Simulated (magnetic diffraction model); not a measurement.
**Magnetic neutron pattern of K₂ScMnI₆**

Space group P4/mbm (no. 127), a = 8.0030 Å, c = 11.3020 Å.

| site | atom | x | y | z |
| --- | --- | --- | --- | --- |
| 4e | I | 1/2 | 1/2 | 0.7445 |
| 4g | I | 0.7517 | 0.7483 | 0 |
| 4h | I | 0.7253 | 0.2253 | 1/2 |
| 2a | Mn | 1/2 | 1/2 | 0 |
| 2b | Sc | 0 | 0 | 1/2 |
| 4f | K | 1/2 | 0 | 0.2480 |

The compound is invented for this exercise: a known structure type with other elements, its cell scaled to their sizes and not relaxed.

Only Mn is taken to order (form factors of Mn2+); orders and moment sizes are assumed, and not adapted to the symmetry. Radiation: neutrons of λ = 2.36 Å, 5° to 55°; isotropic B of 0.44 Å² (I), 0.43 Å² (Mn), 0.45 Å² (Sc) and 0.51 Å² (K). The intensities are simulated: I ∝ L Σ (|F_N|² + |F_M⊥|²) for unpolarised neutrons, with F_M = 2.695 fm/μB × Σ f(s) S exp(2πi Q·r) exp(−B s²) at Q = H ± k (one set where k and −k are equivalent), only the part normal to Q counting and L = 1/(sin²θ cos θ). For collinear order S is the moment m, which repeats by lattice and centring translations R with the sign exp(−2πi k·R). Form factors are spin-only for 3d ions and dipole or tabulated for f ions, scattering lengths are Sears's of 1992, and absorption is left out. A label names one of the reflections at its angle. The strongest nuclear line in the range is 100, and lines under 0.2 are left out.

Assume the order k = (0 0 0), collinear moments along [001], 4.58 μB on Mn; signs + at (1/2, 1/2, 0), + at (0, 0, 0).

Q: Where does magnetic intensity appear, and how strong is it?

```tsv
2θ (°)	index	nuclear	magnetic
11.99	(0 0 1)	84.8	0.0
24.07	(1 1 0)	21.6	20.8
24.11	(0 0 2)	11.3	0.0
26.97	(1 1 1)	68.5	25.6
34.30	(2 0 0)	2.8	8.9
34.33	(1 1 2)	4.3	8.9
36.46	(2 0 1)	41.5	13.6
36.51	(0 0 3)	8.5	0.0
38.50	(2 1 0)	1.6	0.0
40.47	(2 1 1)	2.1	0.0
42.36	(2 0 2)	100.0	6.9
44.21	(1 1 3)	21.5	2.8
45.94	(2 1 2)	2.2	0.0
49.30	(2 2 0)	92.7	3.4
49.37	(0 0 4)	48.0	0.0
50.92	(2 2 1)	18.9	5.8
50.96	(2 0 3)	19.9	2.9
54.10	(2 1 3)	1.3	0.0
```

The strongest magnetic line in the range is (1 1 1) at 26.97° (25.6). On top of the Lorentz factor, which all lines share, magnetic lines fade with angle because f falls: for Mn2+ it is 0.90, 0.66, 0.41 and 0.12 at sin θ/λ = 0.1, 0.2, 0.3 and 0.5 Å⁻¹, while nuclear lengths stay constant. The net moment is 9.16 μB a primitive cell.

[Logs are printed without paths, hosts, clocks, repeated set-up lines and the standing remarks that a program may print on its own settings, such as how far it seeks lower states.]
